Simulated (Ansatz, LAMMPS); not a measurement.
**Relaxing amorphous 79SiO2-21B2O3 (mol %) (96 atoms)**

Wanted: the relaxed structure of amorphous 79SiO2-21B2O3 (mol %) (96 atoms) and its electronic structure.

Calculated with Ansatz 0.2.0; Kohn-Sham DFT, PBE, PAW (set soft_2), plane waves.

## (1) Starting point

The cell holds 96 atoms: 22 Si, 12 B and 62 O. Cell: a = 11.125 Å, b = 11.125 Å, c = 11.125 Å, α = 90.0°, β = 90.0°, γ = 90.0°. 96 atoms (22 Si, 12 B, 62 O) placed at random at 2.1 g/cm³, melted at 4000 K for 10 ps at fixed volume with the Buckingham and Coulomb pair potential of Guillot and Sator (Geochim. Cosmochim. Acta 71, 1249 (2007)) with the boron terms of Wang et al. (J. Non-Cryst. Solids 498, 294 (2018)). Quenched from 4000 K to 300 K at 100 K/ps and fixed volume, held 5 ps, then minimised at fixed cell.

Limits known from the start: The quench rate of 100 K/ps far exceeds what a furnace or splat quench reaches, so expect more defects and frozen-in strain than in a real sample. The network of bonds at the start is that of the classical potential that made the cell. Only the Γ point is sampled in the main run, in a cell whose shortest periodic width is 11 Å.

## (2) The classical run that made the cell

A classical potential supplies the starting structure, since it reaches far longer times than DFT.

This step: classical MD, Buckingham and Coulomb pair potential of Guillot and Sator (Geochim. Cosmochim. Acta 71, 1249 (2007)) with the boron terms of Wang et al. (J. Non-Cryst. Solids 498, 294 (2018)) (LAMMPS 22 Jul 2025 - Update 4).

The input, in.lmp:

```
# melt-quench of Si22B12O62
units metal
atom_style charge
boundary p p p
region box block 0 11.1246 0 11.1246 0 11.1246
create_box 3 box
mass 1 28.0850   # Si
mass 2 10.8100   # B
mass 3 15.9990   # O
create_atoms 1 random 22 37530 NULL overlap 1.5 maxtry 2000
create_atoms 2 random 12 37537 NULL overlap 1.5 maxtry 2000
create_atoms 3 random 62 37544 NULL overlap 1.5 maxtry 2000
pair_style buck/coul/long 9.0
pair_coeff * * 0.0 1.0 0.0
pair_coeff 1 3 50306.10 0.161 46.2978   # Si-O
pair_coeff 2 3 206941.81 0.124 35.0018   # B-O
pair_coeff 3 3 9022.79 0.265 85.0921   # O-O
pair_coeff 2 2 484.40 0.35 0.0   # B-B
pair_coeff 1 2 337.70 0.29 0.0   # Si-B
set type 1 charge 1.89
set type 2 charge 1.4175
set type 3 charge -0.945
kspace_style pppm 1.0e-4
neigh_modify delay 0 every 1 check yes
thermo_style custom step time temp pe press density
thermo_modify norm yes
timestep 0.001
thermo 100
min_style cg
minimize 1e-4 1e-4 200 2000
reset_timestep 0
velocity all create 4000 37531 mom yes dist gaussian
fix lim all nve/limit 0.05
fix lan all langevin 4000 4000 0.1 37532 zero yes
# [... 12 lines left out ...]
thermo 2500
fix md all nvt temp 300 300 0.1
run 5000 post no
unfix md
thermo 100
min_style cg
minimize 0 1e-3 2000 20000
write_dump all custom glass.dump id type xs ys zs modify sort id
```

On the command line:

```console
$ lmp -in in.lmp -log none -nocite
```

Numbers of over 12 decimals in the logs are rounded to 6 here.

Log:

```text
LAMMPS (22 Jul 2025 - Update 4)
Created orthogonal box = (0 0 0) to (11.1246 11.1246 11.1246)
Created 22 atoms
Created 12 atoms
Created 62 atoms
PPPM initialization ...
  G vector (1/distance) = 0.33293271
  grid = 10 10 10
  estimated relative force accuracy = 5.1685177e-05
   Step          Time           Temp          PotEng         Press         Density
         0   0              0              0.073808874    989155.45      2.0981052
       100   0.1            0             -11.748213     -8549.5482      2.0981052
       126   0.126          0             -11.796831     -9843.146       2.0981052
Loop time of 0.0961974 s on 1 MPI rank(s) for 126 steps with 96 atoms
Minimization stats:
  Stopping criterion = energy tolerance
  Energy initial, next-to-last, final =
    0.0738088735297335  -11.7957162655198  -11.7968314216978
  Force two-norm initial, final = 413.94493 3.7596185
  Iterations, force evaluations = 126 211
   Step          Time           Temp          PotEng         Press         Density
         0   0              4000          -11.796831      28264.675      2.0981052
       500   0.5            3855.1056     -11.310028     -1047.0757      2.0981052
      1000   1              4393.9483     -11.225863      9382.6176      2.0981052
Loop time of 0.346706 s on 1 MPI rank(s) for 1000 steps with 96 atoms
[... 2 lines left out ...]
      1666   1.666          4709.4472     -11.261952      463.11436      2.0981052
      3332   3.332          4506.3049     -11.269015      16135.735      2.0981052
      4998   4.998          3537.3462     -11.280995     -49855.357      2.0981052
      6664   6.664          4256.663      -11.293932      9518.3789      2.0981052
      8330   8.33           3741.8252     -11.296552     -2447.6365      2.0981052
[... 2 lines left out ...]
Loop time of 3.4804 s on 1 MPI rank(s) for 10000 steps with 96 atoms
   Step          Time           Temp          PotEng         Press         Density
[... 12 lines left out ...]
Loop time of 12.3276 s on 1 MPI rank(s) for 37000 steps with 96 atoms
   Step          Time           Temp          PotEng         Press         Density
[... 2 lines left out ...]
     52500   52.5           282.3636      -12.019635     -25877.579      2.0981052
     53000   53             311.71309     -12.011447     -33909.108      2.0981052
Loop time of 1.57736 s on 1 MPI rank(s) for 5000 steps with 96 atoms
   Step          Time           Temp          PotEng         Press         Density
     53000   53             311.71309     -12.011447     -33909.108      2.0981052
     53060   53.06          311.71309     -12.051196     -25941.627      2.0981052
Loop time of 0.062729 s on 1 MPI rank(s) for 60 steps with 96 atoms
Minimization stats:
  Stopping criterion = linesearch alpha is zero
  Energy initial, next-to-last, final =
     -12.0114471888175    -12.05119565486    -12.05119565486
  Force two-norm initial, final = 16.766133 0.11937386
  Iterations, force evaluations = 60 147
```

The job ended after 18 s (1 thread of Arm Neoverse V2, shared host; peak memory 0.072 GiB).

## (3) Single point at the start

A single point comes first, to see the forces before anything moves.

The input, input.yaml:

```yaml
crystal:
  lattice:
    - [11.1246, 0.0, 0.0]
    - [0.0, 11.1246, 0.0]
    - [0.0, 0.0, 11.1246]
  atoms:
    - { symbol: Si, position: [0.72134, 0.33278, 0.83572] }
    - { symbol: Si, position: [0.35908, 0.04476, 0.61652] }
    - { symbol: Si, position: [0.12627, 0.89838, 0.52583] }
    - { symbol: Si, position: [0.56574, 0.06461, 0.10122] }
    - { symbol: Si, position: [0.80902, 0.69867, 0.23671] }
    - { symbol: Si, position: [0.30931, 0.4186, 0.5344] }
    - { symbol: Si, position: [0.443, 0.28494, 0.74794] }
    - { symbol: Si, position: [0.14745, 0.22966, 0.38371] }
    - { symbol: Si, position: [0.81396, 0.8067, 0.82011] }
    - { symbol: Si, position: [0.8799, 0.4278, 0.623] }
    - { symbol: Si, position: [0.94276, 0.17832, 0.95226] }
    - { symbol: Si, position: [0.23027, 0.59608, 0.12496] }
    - { symbol: Si, position: [0.84069, 0.50105, 0.02802] }
    - { symbol: Si, position: [0.35668, 0.41899, 0.98732] }
    - { symbol: Si, position: [0.69602, 0.28762, 0.3279] }
    - { symbol: Si, position: [0.86253, 0.95056, 0.59011] }
    - { symbol: Si, position: [0.01031, 0.42821, 0.22216] }
    - { symbol: Si, position: [0.21719, 0.66413, 0.66458] }
    - { symbol: Si, position: [0.98197, 0.59553, 0.79882] }
    - { symbol: Si, position: [0.83201, 0.09064, 0.20956] }
    - { symbol: Si, position: [0.67945, 0.86427, 0.39494] }
    - { symbol: Si, position: [0.29219, 0.06751, 0.19598] }
    - { symbol: B, position: [0.82297, 0.50751, 0.40205] }
    - { symbol: B, position: [0.97432, 0.88029, 0.30783] }
    - { symbol: B, position: [0.00509, 0.93525, 0.94404] }
    - { symbol: B, position: [0.57022, 0.31591, 0.09518] }
    - { symbol: B, position: [0.93583, 0.18523, 0.5192] }
    - { symbol: B, position: [0.17911, 0.24055, 0.0378] }
    - { symbol: B, position: [0.41201, 0.81818, 0.75064] }
    - { symbol: B, position: [0.58019, 0.8588, 0.92495] }
    - { symbol: B, position: [0.1753, 0.85868, 0.10988] }
    - { symbol: B, position: [0.62899, 0.64131, 0.37956] }
    - { symbol: B, position: [0.54408, 0.09452, 0.43087] }
    - { symbol: B, position: [0.41401, 0.54276, 0.31858] }
    - { symbol: O, position: [0.37213, 0.35697, 0.85573] }
    - { symbol: O, position: [0.00427, 0.91731, 0.60725] }
    - { symbol: O, position: [0.71144, 0.81025, 0.25924] }
    - { symbol: O, position: [0.92716, 0.49126, 0.32612] }
    - { symbol: O, position: [0.74976, 0.61285, 0.34918] }
    - { symbol: O, position: [0.74194, 0.40487, 0.3991] }
    - { symbol: O, position: [0.86616, 0.68161, 0.7628] }
    - { symbol: O, position: [0.92396, 0.84714, 0.90885] }
    - { symbol: O, position: [0.93496, 0.76694, 0.26882] }
    - { symbol: O, position: [0.43956, 0.06888, 0.17969] }
    - { symbol: O, position: [0.24332, 0.93014, 0.18683] }
    - { symbol: O, position: [0.56683, 0.95448, 0.00483] }
    - { symbol: O, position: [0.25398, 0.3387, 0.056] }
    - { symbol: O, position: [0.33953, 0.71994, 0.7245] }
    - { symbol: O, position: [0.38211, 0.15173, 0.71841] }
    - { symbol: O, position: [0.9839, 0.4755, 0.71432] }
    - { symbol: O, position: [0.79486, 0.90444, 0.71128] }
    - { symbol: O, position: [0.59483, 0.20252, 0.39266] }
    - { symbol: O, position: [0.64108, 0.33011, 0.19745] }
    - { symbol: O, position: [0.08145, 0.31306, 0.27949] }
    - { symbol: O, position: [0.22649, 0.00152, 0.56368] }
    - { symbol: O, position: [0.90994, 0.40423, 0.11567] }
    - { symbol: O, position: [0.37361, 0.47196, 0.41338] }
    - { symbol: O, position: [0.09053, 0.9105, 0.03251] }
    - { symbol: O, position: [0.83117, 0.23794, 0.8751] }
    - { symbol: O, position: [0.735, 0.43066, 0.94991] }
    - { symbol: O, position: [0.57167, 0.20134, 0.04275] }
    - { symbol: O, position: [0.80438, 0.61431, 0.11748] }
    - { symbol: O, position: [0.24175, 0.14118, 0.31283] }
    - { symbol: O, position: [0.10912, 0.66066, 0.76583] }
    - { symbol: O, position: [0.03801, 0.15825, 0.45172] }
    - { symbol: O, position: [0.29737, 0.55174, 0.00043] }
    - { symbol: O, position: [0.06879, 0.25017, 0.97984] }
    - { symbol: O, position: [0.41068, 0.36052, 0.62476] }
    - { symbol: O, position: [0.88923, 0.13749, 0.08371] }
    - { symbol: O, position: [0.48382, 0.39868, 0.05915] }
    - { symbol: O, position: [0.85962, 0.09407, 0.55909] }
    - { symbol: O, position: [0.44272, 0.08911, 0.50369] }
    - { symbol: O, position: [0.69208, 0.80722, 0.90147] }
    - { symbol: O, position: [0.85485, 0.53282, 0.52479] }
    - { symbol: O, position: [0.98897, 0.04968, 0.89568] }
    - { symbol: O, position: [0.48313, 0.82303, 0.85381] }
    - { symbol: O, position: [0.58542, 0.28542, 0.79532] }
    - { symbol: O, position: [0.61169, 0.74428, 0.44873] }
    [... 12 atom lines left out ...]
    - { symbol: O, position: [0.91915, 0.30304, 0.5573] }
    - { symbol: O, position: [0.06862, 0.89335, 0.3893] }
    - { symbol: O, position: [0.81413, 0.20084, 0.30534] }
    - { symbol: O, position: [0.6916, 0.05554, 0.17756] }
    - { symbol: O, position: [0.76811, 0.4006, 0.7139] }
    - { symbol: O, position: [0.11051, 0.52073, 0.167] }
kpoints:
  mp_grid: { grid: [1, 1, 1] }
hamiltonian:
  xc: pbe
scf:
  occupations: { method: fermi_dirac, width: 0.025 }
output:
  forces: true
```

On the command line:

```console
$ ansatz run input.yaml --threads 4 --pin off --max-ram 8192MiB --backend cpu --events-out ev --progress --plain --runs-dir out
```

Log:

```text
Engine: ansatz 0.2.0, aarch64-unknown-linux-gnu
Pseudopotentials: kind: paw
Pseudopotential: Si, paw, valence charge 4, recommended cutoff 420 eV (normal), Si.paw.azcp
Pseudopotential: B, paw, valence charge 3, recommended cutoff 420 eV (normal), B.paw.azcp
Pseudopotential: O, paw, valence charge 6, recommended cutoff 420 eV (normal), O.paw.azcp
[... 5 lines on functional and potentials left out ...]
Crystal: 96 atoms, lattice volume = 1376.744 Å³
Basis set: ecut = 420 eV, 26961 PW (Γ), exchange–correlation on 150×150×150 points (8 copies of the dense FFT grid, shifted against one another)
Bands: 344, of which v1, the nominal top of the filled ones, is band 248 counted from 1 (247 counted from 0)
Symmetry: 1 space group operations
Space group: P1 (ITA 1), of the structure as read, at distance tolerance 1.1e-4 Å
k-points: 1
[... 7 lines on functional and potentials left out ...]
Initial density: superposition of atomic densities (neutral atoms: chi_scale 0, normalization atom), corrected by the library's trained network
Initial wavefunctions: pseudopotential atomic-orbital guess
Functional: x = pbe(κ = 0.804, μ = 0.219515), c = pbe(β = 0.066725)
SCF iter   1: F=—  HF=-51129.954087 eV  |F-HF|=—  |Δ(HF+E_count)|=         —  Δρ=2.55e-3  dr2=1.08e-1  ethr=1.77e-3  ⟨swp⟩=7.0  Hψ=1717  notcnv=0  defer=57
preconditioner: auto → Resta (q_TF=auto, 2.301 Å⁻¹)  ε∞=2.9  [insulator: Δε(μ)=4.283 eV  Ē_g=16.126 eV  σ=0.025 eV  W_gap=1.00  n_scr=256 (ndim 8)  ℏωp=22.3 eV  f_vac=0.243  D(μ)=0.00/eV (n_scr^D=0)  ε∞_Penn≈2.9]
SCF iter   2: F=—  HF=-51129.938052 eV  |F-HF|=—  |Δ(HF+E_count)|=   1.60e-2  Δρ=1.18e-3  dr2=2.19e-2  ethr=2.17e-5  ⟨swp⟩=3.0  Hψ=573  notcnv=0  defer=88
SCF iter   3: F=—  HF=-51129.938743 eV  |F-HF|=—  |Δ(HF+E_count)|=   6.91e-4  Δρ=4.89e-4  dr2=4.85e-3  ethr=4.41e-6  ⟨swp⟩=2.0  Hψ=450  notcnv=0  defer=31
automatic band count: iteration 3 solves 287 bands in place of 344: the levels show a gap, and the empty bands left out lie too high to hold charge; the band table lists the bands solved (type scf.n_extra_bands for more)
SCF iter   4: F=—  HF=-51129.938050 eV  |F-HF|=—  |Δ(HF+E_count)|=   6.93e-4  Δρ=1.56e-4  dr2=4.80e-4  ethr=9.78e-7  ⟨swp⟩=2.0  Hψ=445  notcnv=0  defer=31
SCF iter   5: F=—  HF=-51129.937962 eV  |F-HF|=—  |Δ(HF+E_count)|=   8.82e-5  Δρ=9.22e-5  dr2=9.55e-5  ethr=9.68e-8  ⟨swp⟩=2.0  Hψ=442  notcnv=0  defer=31
SCF iter   6: F=—  HF=-51129.935688 eV  |F-HF|=—  |Δ(HF+E_count)|=   2.27e-3  Δρ=2.76e-5  dr2=1.02e-5  ethr=1.93e-8  ⟨swp⟩=2.0  Hψ=535  notcnv=0  defer=31
SCF iter   7: F=—  HF=-51129.935688 eV  |F-HF|=—  |Δ(HF+E_count)|=   4.93e-7  Δρ=7.86e-6  dr2=1.01e-6  ethr=2.05e-9  ⟨swp⟩=2.0  Hψ=501  notcnv=0  defer=31
SCF iter   8: F=—  HF=-51129.935688 eV  |F-HF|=—  |Δ(HF+E_count)|=   1.31e-7  Δρ=5.12e-6  dr2=3.01e-7  ethr=2.04e-10  ⟨swp⟩=2.0  Hψ=504  notcnv=0  defer=31
SCF iter   9: F=-51129.935688 eV  HF=-51129.935688 eV  |F-HF|=4.69e-9  |Δ(HF+E_count)|=   7.64e-8  Δρ=1.11e-6  dr2=1.82e-8  ethr=2.02e-11  ⟨swp⟩=4.0  Hψ=973  notcnv=0
SCF 1 converged in 9 iterations: F = -51129.935688 eV  dr2 = 1.82e-8
  greatest PAW one-centre occupation: 0.864 electrons in one spin orbital (limit 2), on the O atom at site 77 (counted from 0), in its partial waves of l = 0
SCF converged after 9 iterations
Free energy (F): -51129.935688 eV
Harris-Foulkes:  -51129.935688 eV  (|F-HF|=4.69e-9)
Internal energy: -51129.935688 eV  (E = F + TS)
E sigma→0 (E₀):  -51129.935688 eV
Fermi energy:    3.641720 eV
--- Per-component energies (eV) ---
  E_band       = -3038.174638
  E_kinetic    = 12531.355275
  E_local      = -40045.407994  (includes V_loc(G=0)·N_el)
  E_nonlocal   = 3628.253190
  E_hartree    = 15264.235281
  E_xc         = -6163.001582
  E_vxc        = -7310.287977  (∫ρ·V_xc dr)
  E_paw        = -22084.328632  (= ΣΔE_a)
  E_vpaw       = -2370.721711  (= ΣTr[D̂ρ^β])
  E_aug_tail   = 0.158998  (compensation charges beyond the density's cutoff)
  E_ewald      = -14261.200225
  E_smearing   = -0.000000  (= −TS)
  E_closure    = -0.000000  (closes the sum)
  Σ components = -51129.935688   (vs F -51129.935688, Δ=0.00e0)
--- Forces (eV/Å), atoms counted from 1 ---
  atom   1  Si     1.33125973     0.66485459    -0.74516144
  atom   2  Si     1.01997729    -1.12053705     0.07411875
  atom   3  Si    -0.98072869    -0.75053589     0.70756784
  atom   4  Si     0.81340065     0.67696474     0.01162262
  atom   5  Si     0.35342355     1.13891090    -0.08570878
  atom   6  Si     0.27501079     0.34487983    -0.60777096
  atom   7  Si    -0.49182770     0.58267966     0.05063200
  atom   8  Si    -0.57154563     1.08141096    -0.34904552
  atom   9  Si     0.84067676     0.66109518    -0.09021692
  atom  10  Si    -0.17723687    -0.31476014    -0.10039421
  atom  11  Si    -0.04292522    -1.31358191     1.33459382
  atom  12  Si    -0.08252270    -0.28455932     1.14624442
  atom  13  Si     1.27703894    -0.61443194    -0.36844791
  atom  14  Si    -0.25588092    -2.08089612     0.42335670
[...]
atom  95  O     -0.90588976    -0.25076216     0.26787893
  atom  96  O      0.30265483     0.44111664    -0.20388926
  max |Σ_I F_I| component: 5.53e-5 eV/Å
```

The job ended after 9.2 s (4 threads of Arm Neoverse V2, shared host; peak memory 1.6 GiB).

The run gave:

| Property | Result |
| --- | --- |
| free energy | -51129.9357 eV |
| free energy per atom | -532.6035 eV/atom |
| SCF cycles | 9 |
| r.m.s. force component | 0.5819 eV/Å |
| longest force | 2.989 eV/Å |
| Fermi energy | 3.642 eV |

The r.m.s. force component of 0.58 eV/Å sets the starting point.

Neighbours are counted within 2.08 Å (O-Si), 1.83 Å (O-B).

Length of the force by element and coordination:

```tsv
element	coordination	atoms	mean length of the force (eV/Å)	spread	least	most
B	all	12	1.35	0.735	0.692	2.99
B	3	11	1.23	0.647	0.692	2.99
B	4	1	2.65	0	2.65	2.65
O	all	62	0.665	0.286	0.214	1.37
O	2	61	0.667	0.288	0.214	1.37
O	3	1	0.545	0	0.545	0.545
Si	all	22	1.22	0.44	0.375	2.14
```

[end of part 1 of 4]

[Logs are printed without paths, hosts, clocks, repeated set-up lines and the standing remarks that a program may print on its own settings, such as how far it seeks lower states.]

[Hosts, paths, dates, database ids (printed as entryN), source tags and the programs' standing remarks are cut or masked in the printed files.]
